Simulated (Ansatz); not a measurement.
# Sr on Ni(100): change of the work function, part 3 of 4

How does one ordered layer of Sr (hollow site) change the work function of Ni(100), and what dipole does each adsorbate carry?

Ansatz 0.2.0; plane-wave DFT, PBE, Ansatz PAW.

So far, work function, upper face (eV): step 2 (the clean slab) 4.88; step 3 (17 atoms, coverage 0.25 ML, cell 2x2) 2.31.

## Step 5: The slab at 0.25 ML, atoms frozen

This step: plane-wave DFT, PBE, Ansatz PAW (Ansatz 0.2.0).

To see where the charge goes, the covered slab, the bare substrate and the adsorbate layer are each run at the same frozen positions and on the same grid.

input.yaml reads:

```yaml
crystal:
  lattice:
    - [4.9780317396, 0.0, 0.0]
    - [0.0, 4.9780317396, 0.0]
    - [0.0, 0.0, 26.0854539102]
  atoms:
    - { symbol: Ni, position: [0.25, 0.25, 0.3450198732], spin: 0.7 }
    - { symbol: Ni, position: [0.0, 0.0, 0.4124904262], spin: 0.7 }
    - { symbol: Ni, position: [0.25, 0.25, 0.4814173946], spin: 0.7 }
    - { symbol: Ni, position: [-0.0023992676, -0.0023992676, 0.5463639702], spin: 0.7 }
    - { symbol: Ni, position: [0.25, 0.75, 0.3450198732], spin: 0.7 }
    - { symbol: Ni, position: [0.0, 0.5, 0.4124904262], spin: 0.7 }
    - { symbol: Ni, position: [0.25, 0.75, 0.4808082387], spin: 0.7 }
    - { symbol: Ni, position: [-0.0023992676, 0.5023992676, 0.5463639702], spin: 0.7 }
    - { symbol: Ni, position: [0.75, 0.25, 0.3450198732], spin: 0.7 }
    - { symbol: Ni, position: [0.5, 0.0, 0.4124904262], spin: 0.7 }
    - { symbol: Ni, position: [0.75, 0.25, 0.4808082387], spin: 0.7 }
    - { symbol: Ni, position: [0.5023992676, -0.0023992676, 0.5463639702], spin: 0.7 }
    - { symbol: Ni, position: [0.75, 0.75, 0.3450198732], spin: 0.7 }
    - { symbol: Ni, position: [0.5, 0.5, 0.4124904262], spin: 0.7 }
    - { symbol: Ni, position: [0.75, 0.75, 0.4798374566], spin: 0.7 }
    - { symbol: Ni, position: [0.5023992676, 0.5023992676, 0.5463639702], spin: 0.7 }
    - { symbol: Sr, position: [0.25, 0.25, 0.63518343] }
magnetization:
  spin_polarized: true
kpoints:
  mp_grid: { grid: [6, 6, 1] }
hamiltonian:
  xc: pbe
scf:
  occupations: { method: fermi_dirac, width: 0.1 }
  convergence: { dr2_threshold: 1.0e-08 }
efield:
  axis: 3
  dipole_correction: true
  ramp_position: 0.97
  ramp_width: 0.06
output:
  write_potential: true
  write_density: true
  volumetric_format: npy
```

Run with:

```bash
ansatz run input.yaml --threads 8 --pin off --max-ram 12288MiB --backend cpu --events-out ev --progress --plain --runs-dir out
```

Numbers of over 12 decimals in the logs are rounded to 6 here.

Output:

```text
[...]
Crystal: 17 atoms, lattice volume = 646.418 Å³
Basis set: ecut = 420 eV, 12651 PW (Γ)
Bands: 186, of which v1, the nominal top of the filled ones, is band 149 counted from 1 (148 counted from 0)
Symmetry: 8 space group operations
k-points: 10 of 36
[...]
Starting moments: Σ|m| = 11.2 μB on 16 of 17 sites
[...]
SCF iter   1: F=—  HF=-96959.919927 eV  |F-HF|=—  |Δ(HF+E_count)|=         —  Δρ=2.64e-2 (↑1.93e-2 ↓2.64e-2)  dr2=2.59e1  dr2_m=2.22e0  M=12.766 μB ∫|m|=13.456 μB  β_m=1.00  ethr=3.10e-3  p=-0.000 e·Å  D=-1.16e-6 V/Å  ΔV_dip=0.00 eV  dr2_dipole=1.00e0  V_vac-E_F(+/−)=7.05/7.05 eV  ⟨swp⟩=11.7  Hψ=20674  notcnv=0  defer=214
[...]
SCF iter  19: F=-96974.690833 eV  HF=-96974.690833 eV  |F-HF|=8.44e-9  |Δ(HF+E_count)|=  4.95e-10  Δρ=5.52e-7 (↑3.11e-7 ↓5.52e-7)  dr2=7.93e-9  dr2_m=2.05e-10  M=10.035 μB ∫|m|=11.637 μB  ethr=2.90e-12  p=0.354 e·Å  D=9.90e-2 V/Å  ΔV_dip=-2.58 eV  dr2_dipole=2.56e-9  V_vac-E_F(+/−)=2.31/4.89 eV  ⟨swp⟩=15.3  Hψ=17638  notcnv=0
SCF 1 converged in 19 iterations: F = -96974.690833 eV  dr2 = 7.93e-9
[...]
SCF converged after 19 iterations
Magnetization: 10.0352 μB (154.0176 up, 143.9824 down)
Absolute magnetization: 11.6481 μB (∫|ρ↑−ρ↓|, with the PAW one-centre terms)
[...]
Per-site moments (μB) at R_I (Å): [(0.757375, 1.026719), (0.688805, 1.025780), (0.676894, 1.012729), (0.572758, 1.012279), (0.763594, 1.026719), (0.688805, 1.025780), (0.654882, 1.012279), (0.572758, 1.012279), (0.763594, 1.026719), (0.688805, 1.025780), (0.654882, 1.012279), (0.572758, 1.012279), (0.760099, 1.026719), (0.688805, 1.025780), (0.644680, 1.014612), (0.572758, 1.012279), (-0.030117, 1.204426)]
Free energy (F): -96974.690833 eV
[...]
Internal energy: -96973.752714 eV  (E = F + TS)
E sigma→0 (E₀):  -96974.221773 eV
Entropy (-TS):   -0.938118 eV (-55.183 meV/atom)
Fermi energy:    3.023210 eV
Dipole field:    D = 0.098931 V/Å  (p = 0.353416 e·Å, saw-weighted, corrected)
Work function:   Φ+ = 2.3127 eV   Φ− = 4.8934 eV
[...]
--- Band table (eV; the first three rows and the last of 20) ---
  k-point 0 ↑: bands = [... 145 lower, 2.4922, 2.4922, 2.5210, 2.5799, 2.5909, 2.8311, 2.9117, 3.2854, ... 33 higher]
  k-point 1 ↑: bands = [... 145 lower, 2.4574, 2.4618, 2.4713, 2.4791, 2.5337, 2.6367, 2.6908, 2.7639, ... 33 higher]
  k-point 2 ↑: bands = [... 145 lower, 2.3720, 2.4211, 2.4252, 2.4311, 2.4773, 2.5099, 2.5307, 2.5511, ... 33 higher]
  k-point 9 ↓: bands = [... 145 lower, 2.8130, 2.8209, 2.8283, 3.2656, 3.2656, 3.2826, 3.2890, 3.2908, ... 33 higher]
```

Run time: 77 s. Hardware: 8 threads of Intel Xeon Platinum 8375C at 2.90GHz (Ice Lake), shared host; peak memory 5.3 GiB.

In the SCF lines HF is the Harris–Foulkes energy and dr2 the Hartree energy of the density residual, in eV; the loop may stop once dr2 is under the threshold and the program's other checks hold. Hψ counts applications of the Hamiltonian.

This step gave:

| Item | Value |
| --- | --- |
| work function, upper face | 2.313 eV |
| work function, lower face | 4.893 eV |
| dipole along the normal | 0.3534 e·Å |
| step between the vacuum levels | -2.581 eV |

The work function of the upper face is 2.31 eV.

## Step 6: The substrate of the 0.25 ML cell alone

System of this step: Sr/Ni(100), substrate alone, atoms held. The cell holds 16 atoms: 16 Ni. Cell: a = 4.978 Å, b = 4.978 Å, c = 26.085 Å, α = 90.0°, β = 90.0°, γ = 90.0°. Vacuum lies along c.

The second part, atoms unmoved.

input.yaml, the sections that differ from step 5:

```yaml
crystal:
  lattice:
    - [4.9780317396, 0.0, 0.0]
    - [0.0, 4.9780317396, 0.0]
    - [0.0, 0.0, 26.0854539102]
  atoms:
    - { symbol: Ni, position: [0.25, 0.25, 0.3450198732], spin: 0.76 }
    - { symbol: Ni, position: [0.0, 0.0, 0.4124904262], spin: 0.69 }
    - { symbol: Ni, position: [0.25, 0.25, 0.4814173946], spin: 0.68 }
    - { symbol: Ni, position: [-0.0023992676, -0.0023992676, 0.5463639702], spin: 0.57 }
    - { symbol: Ni, position: [0.25, 0.75, 0.3450198732], spin: 0.76 }
    - { symbol: Ni, position: [0.0, 0.5, 0.4124904262], spin: 0.69 }
    - { symbol: Ni, position: [0.25, 0.75, 0.4808082387], spin: 0.65 }
    - { symbol: Ni, position: [-0.0023992676, 0.5023992676, 0.5463639702], spin: 0.57 }
    - { symbol: Ni, position: [0.75, 0.25, 0.3450198732], spin: 0.76 }
    - { symbol: Ni, position: [0.5, 0.0, 0.4124904262], spin: 0.69 }
    - { symbol: Ni, position: [0.75, 0.25, 0.4808082387], spin: 0.65 }
    - { symbol: Ni, position: [0.5023992676, -0.0023992676, 0.5463639702], spin: 0.57 }
    - { symbol: Ni, position: [0.75, 0.75, 0.3450198732], spin: 0.76 }
    - { symbol: Ni, position: [0.5, 0.5, 0.4124904262], spin: 0.69 }
    - { symbol: Ni, position: [0.75, 0.75, 0.4798374566], spin: 0.64 }
    - { symbol: Ni, position: [0.5023992676, 0.5023992676, 0.5463639702], spin: 0.57 }
# magnetization, kpoints, hamiltonian, scf, efield, output: as in step 5
```

Output:

```text
[...]
Crystal: 16 atoms, lattice volume = 646.418 Å³
Basis set: ecut = 420 eV, 12651 PW (Γ)
Bands: 180, of which v1, the nominal top of the filled ones, is band 144 counted from 1 (143 counted from 0)
Symmetry: 8 space group operations
k-points: 10 of 36
[...]
Starting moments: Σ|m| = 10.7 μB on 16 of 16 sites
[...]
SCF iter   1: F=—  HF=-93413.860203 eV  |F-HF|=—  |Δ(HF+E_count)|=         —  Δρ=3.19e-2 (↑2.40e-2 ↓3.19e-2)  dr2=1.53e1  dr2_m=3.75e0  M=13.634 μB ∫|m|=14.226 μB  β_m=1.00  ethr=3.10e-3  p=-0.000 e·Å  D=-1.16e-6 V/Å  ΔV_dip=0.00 eV  dr2_dipole=1.36e-3  V_vac-E_F(+/−)=7.06/7.06 eV  ⟨swp⟩=11.9  Hψ=18698  notcnv=0  defer=134
[...]
SCF iter  16: F=-93428.997795 eV  HF=-93428.997795 eV  |F-HF|=1.54e-9  |Δ(HF+E_count)|=   1.35e-9  Δρ=4.92e-7 (↑1.89e-7 ↓4.92e-7)  dr2=3.78e-9  dr2_m=3.67e-10  M=11.000 μB ∫|m|=12.488 μB  ethr=2.35e-12  p=0.000 e·Å  D=4.92e-5 V/Å  ΔV_dip=-0.00 eV  dr2_dipole=3.26e-11  V_vac-E_F(+/−)=4.88/4.88 eV  ⟨swp⟩=16.4  Hψ=18481  notcnv=0
SCF 1 converged in 16 iterations: F = -93428.997795 eV  dr2 = 3.78e-9
[...]
the search or the solves at the SCF's close seem to have found levels that the self-consistency loop had missed (the run counts 1). By its estimate they hold under 1e-12 electrons; where the run keeps them, the occupations were computed again with them
[...]
SCF converged after 16 iterations
Magnetization: 11.0001 μB (149.5000 up, 138.5000 down)
Absolute magnetization: 12.4993 μB (∫|ρ↑−ρ↓|, with the PAW one-centre terms)
[...]
Per-site moments (μB) at R_I (Å): [(0.761728, 1.026719), (0.693661, 1.025780), (0.695703, 1.012729), (0.759416, 1.012279), (0.762959, 1.026719), (0.693661, 1.025780), (0.695898, 1.012279), (0.759416, 1.012279), (0.762959, 1.026719), (0.693661, 1.025780), (0.695898, 1.012279), (0.759416, 1.012279), (0.763702, 1.026719), (0.693661, 1.025780), (0.696002, 1.014612), (0.759416, 1.012279)]
Free energy (F): -93428.997795 eV
[...]
Internal energy: -93428.033532 eV  (E = F + TS)
E sigma→0 (E₀):  -93428.515664 eV
Entropy (-TS):   -0.964263 eV (-60.266 meV/atom)
Fermi energy:    1.384698 eV
Dipole field:    D = 0.000054 V/Å  (p = 0.000191 e·Å, saw-weighted, corrected)
Work function:   Φ+ = 4.8825 eV   Φ− = 4.8840 eV
[...]
--- Band table (eV; the first three rows and the last of 20) ---
  k-point 0 ↑: bands = [... 140 lower, 0.8099, 0.8286, 0.8286, 0.9093, 0.9403, 1.1651, 1.1899, 1.4884, ... 32 higher]
  k-point 1 ↑: bands = [... 140 lower, 0.7738, 0.7803, 0.7984, 0.8222, 0.8463, 0.8520, 1.0314, 1.0494, ... 32 higher]
  k-point 2 ↑: bands = [... 140 lower, 0.6996, 0.7110, 0.7621, 0.7628, 0.7636, 0.8031, 0.8487, 0.8614, ... 32 higher]
  k-point 9 ↓: bands = [... 140 lower, 1.2107, 1.2147, 1.2147, 1.2244, 1.6665, 1.6730, 1.6730, 1.6796, ... 32 higher]
```

Run time: 66 s. Hardware: 8 threads; peak memory 5.3 GiB; 8.3 min of CPU time.

Numbers from this step:

| Item | Value |
| --- | --- |
| energy at zero smearing | -93428.5157 eV |
| total moment | 11.00 μB |
| work function, upper face | 4.883 eV |
| dipole along the normal | 1.91e-4 e·Å |

Site moment by atom:

| atom | site moment (μB) |
| --- | --- |
| Ni1 | 0.762 |
| Ni2 | 0.694 |
| Ni3 | 0.696 |
| Ni4 | 0.759 |
| Ni5 | 0.763 |
| Ni6 | 0.694 |
| Ni7 | 0.696 |
| Ni8 | 0.759 |
| Ni9 | 0.763 |
| Ni10 | 0.694 |
| Ni11 | 0.696 |
| Ni12 | 0.759 |
| Ni13 | 0.764 |
| Ni14 | 0.694 |
| Ni15 | 0.696 |
| Ni16 | 0.759 |

The work function of the upper face is 4.88 eV.

## Step 7: The adsorbate layer of the 0.25 ML cell alone

System of this step: Sr/Ni(100), adsorbate layer alone, atoms held. The cell holds 1 atom: 1 Sr. Cell: a = 4.978 Å, b = 4.978 Å, c = 26.085 Å, α = 90.0°, β = 90.0°, γ = 90.0°. Vacuum lies along c.

The third part; a free layer of atoms may carry a moment, so spin is on.

input.yaml, the sections that differ from step 6:

```yaml
crystal:
  lattice:
    - [4.9780317396, 0.0, 0.0]
    - [0.0, 4.9780317396, 0.0]
    - [0.0, 0.0, 26.0854539102]
  atoms:
    - { symbol: Sr, position: [0.25, 0.25, 0.63518343], spin: 1.0 }
# magnetization, kpoints, hamiltonian, scf, efield, output: as in step 6
```

Output:

```text
[...]
Crystal: 1 atoms, lattice volume = 646.418 Å³
Basis set: ecut = 420 eV, 12651 PW (Γ)
Bands: 10, of which v1, the nominal top of the filled ones, is band 5 counted from 1 (4 counted from 0)
Symmetry: 8 space group operations
k-points: 10 of 36
[...]
Starting moments: Σ|m| = 1 μB on 1 of 1 site
[...]
SCF iter   1: F=—  HF=-3542.927813 eV  |F-HF|=—  |Δ(HF+E_count)|=         —  Δρ=6.75e-3 (↑6.75e-3 ↓6.52e-3)  dr2=1.11e-1  dr2_m=2.55e-1  M=0.151 μB ∫|m|=0.152 μB  β_m=0.30  ethr=9.43e-4  p=0.000 e·Å  D=9.04e-11 V/Å  ΔV_dip=-0.00 eV  dr2_dipole=2.31e-12  V_vac-E_F(+/−)=2.83/2.83 eV  ⟨swp⟩=1.1  Hψ=2758  notcnv=0
[...]
eigensolver tolerance schedule calibrated: the retry pair's looser diagonalisation under-reported the residual by θ = 0.15 (0.29/decade); ethr = c·dr2/N_el runs at the constant in force after the calibration composes with the one it found (an armed cap, an earlier calibration), c = 1.2e-2
[...]
SCF iter   2: F=—  HF=-3542.998928 eV  |F-HF|=—  |Δ(HF+E_count)|=   7.11e-2  Δρ=4.76e-3 (↑4.76e-3 ↓4.69e-3)  dr2=6.91e-2  dr2_m=1.29e-1  M=0.129 μB ∫|m|=0.130 μB  β_m=0.30  ethr=1.29e-4  p=-0.000 e·Å  D=-1.69e-5 V/Å  ΔV_dip=0.00 eV  dr2_dipole=1.70e-7  V_vac-E_F(+/−)=2.77/2.77 eV  ⟨swp⟩=2.4  Hψ=283  notcnv=0  κ⁻¹=1.0e0(r=1)
[...]
SCF iter   7: F=—  HF=-3543.071434 eV  |F-HF|=—  |Δ(HF+E_count)|=   2.61e-3  Δρ=8.52e-4 (↑8.52e-4 ↓8.52e-4)  dr2=2.06e-6  dr2_m=4.30e-3  M=0.061 μB ∫|m|=0.061 μB  β_m=0.44  ethr=1.27e-8  p=-0.000 e·Å  D=-2.35e-6 V/Å  ΔV_dip=0.00 eV  dr2_dipole=5.83e-9  V_vac-E_F(+/−)=2.53/2.53 eV  ⟨swp⟩=3.6  Hψ=483  notcnv=0
[...]
spin-set hold released at iteration 7 (site moments contracting): the magnetisation degrees of freedom join the quasi-Newton model from the next iteration; the mixer history was flushed
SCF iter   8: F=—  HF=-3543.073237 eV  |F-HF|=—  |Δ(HF+E_count)|=   1.80e-3  Δρ=4.97e-4 (↑4.97e-4 ↓4.97e-4)  dr2=1.66e-6  dr2_m=1.46e-3  M=0.051 μB ∫|m|=0.052 μB  β_m=0.54  ethr=2.40e-9  p=-0.000 e·Å  D=-4.42e-6 V/Å  ΔV_dip=0.00 eV  dr2_dipole=3.17e-10  V_vac-E_F(+/−)=2.53/2.53 eV  ⟨swp⟩=4.0  Hψ=502  notcnv=0
[...]
SCF iter  16: F=-3543.074428 eV  HF=-3543.074428 eV  |F-HF|=1.36e-10  |Δ(HF+E_count)|=   1.46e-9  Δρ=3.82e-8 (↑3.82e-8 ↓3.00e-8)  dr2=2.62e-11  dr2_m=1.88e-12  M=-0.000 μB ∫|m|=0.000 μB  ethr=1.00e-12  p=-0.000 e·Å  D=-7.28e-7 V/Å  ΔV_dip=0.00 eV  dr2_dipole=5.51e-17  V_vac-E_F(+/−)=2.53/2.53 eV  ⟨swp⟩=3.2  Hψ=430  notcnv=0
SCF 1 converged in 16 iterations: F = -3543.074428 eV  dr2 = 2.62e-11
[...]
WARN: the starting moments were not kept: the SCF closed with an absolute magnetisation of 2.5e-5 μB, where they sum to 1 μB in size (1 site). That is at most 0.1 of that sum. Measured as dr2_m measures the in/out step, that magnetisation stands 2.0e-11 eV from none, at or under the dr2_threshold of 1.0e-8 eV: it is no larger than a step whose dr2_m would equal this threshold. The system may hold no moment; this SCF  [...]
[...]
SCF converged after 16 iterations
Magnetization: -0.0000 μB (5.0000 up, 5.0000 down)
Absolute magnetization: 0.0000 μB (∫|ρ↑−ρ↓|, with the PAW one-centre terms)
[...]
Per-site moments (μB) at R_I (Å): [(-5.42071560767027e-6, 2.053438092585)]
Free energy (F): -3543.074428 eV
[...]
Internal energy: -3543.022728 eV  (E = F + TS)
E sigma→0 (E₀):  -3543.048578 eV
Entropy (-TS):   -0.051700 eV (-51.700 meV/atom)
Fermi energy:    -1.774308 eV
Dipole field:    D = -0.000001 V/Å  (p = -0.000003 e·Å, saw-weighted, corrected)
Work function:   Φ+ = 2.5329 eV   Φ− = 2.5328 eV
[...]
--- Band table (eV; the first three rows and the last of 20) ---
[...]
```

Wall time 5.6 s (8 threads); peak memory 1.1 GiB; 37 s of CPU time.

Numbers from this step:

```yaml
energy_at_zero_smearing: -3543.0486 eV
work_function_upper_face: 2.533 eV
dipole_along_the_normal: -2.62e-6 e·Å
```

At this spacing and smearing the free layer keeps no moment.

## Step 8: Where the charge went at 0.25 ML

This step: plane-wave DFT, PBE, Ansatz PAW; density difference on adsorption (Ansatz 0.2.0).

The densities of the parts are taken from that of the whole and averaged over planes; the first moment of what is left gives the step in the potential.

Numbers from this step:

```yaml
largest_charge_moved: 0.01107 e/Å²
potential_step_from_the_moved_charge: -2.580 eV
```

The electron density difference oscillates, so the rows of the table below give means over windows of 1 Å about each position, cut where the curve ends. Its maxima inside the range that stand out by 2 % of the span (Å: e/Å³): 14.2: -0.00120, 15.2: 0.0199, 17.2: -0.00265. Its minima: 13.9: -0.00431, 14.5: -0.00666, 16.7: -0.00700, 17.8: -0.00450.

Planar mean, whole system less its parts. Electron density difference against z; means over each step:

z (Å), electron density difference (e/Å³) and a bar from the least value:
```
        5     0.0000 #########
        6     0.0000 #########
        7     0.0000 #########
        8     0.0000 ########
        9     0.0000 ########
       10     0.0000 #########
       11     0.0000 #########
       12     0.0000 ########
       13    -0.0009 #######
       14    -0.0034 ##
       15     0.0115 ##############################
       16     0.0017 ############
       17    -0.0046 
       18    -0.0038 #
       19    -0.0008 #######
       20     0.0002 #########
       21     0.0001 #########
       22     0.0000 #########
       23     0.0000 #########
       24     0.0000 #########
```

Planar mean, whole system less its parts. Table of electrons moved below z by z:

z (Å), electrons moved below z (e/Å²) and a bar from the least value:
```
        5     0.0000 ######
        6     0.0000 ######
        7     0.0000 ######
        8     0.0000 ######
        9     0.0000 ######
       10     0.0000 ######
       11     0.0000 ######
       12    -0.0001 ######
       13    -0.0001 ######
       14    -0.0029 
       15    -0.0008 #####
       16     0.0109 ##############################
       17     0.0056 ##################
       18     0.0019 ##########
       19    -0.0003 ######
       20    -0.0002 ######
       21    -0.0001 ######
       22     0.0000 ######
       23     0.0000 ######
       24     0.0000 ######
```

[end of part 3 of 4]

[Logs are printed without paths, hosts, clocks, repeated set-up lines and the standing remarks that a program may print on its own settings, such as how far it seeks lower states.]

[Hosts, paths, dates, database ids (printed as entryN), source tags and the programs' standing remarks are cut or masked in the printed files.]

[Maps of the electrostatic potential energy from Ansatz leave out the sawtooth potential of an applied field or a dipole correction, so their vacuum need not be flat; planar profiles and work functions include it.]
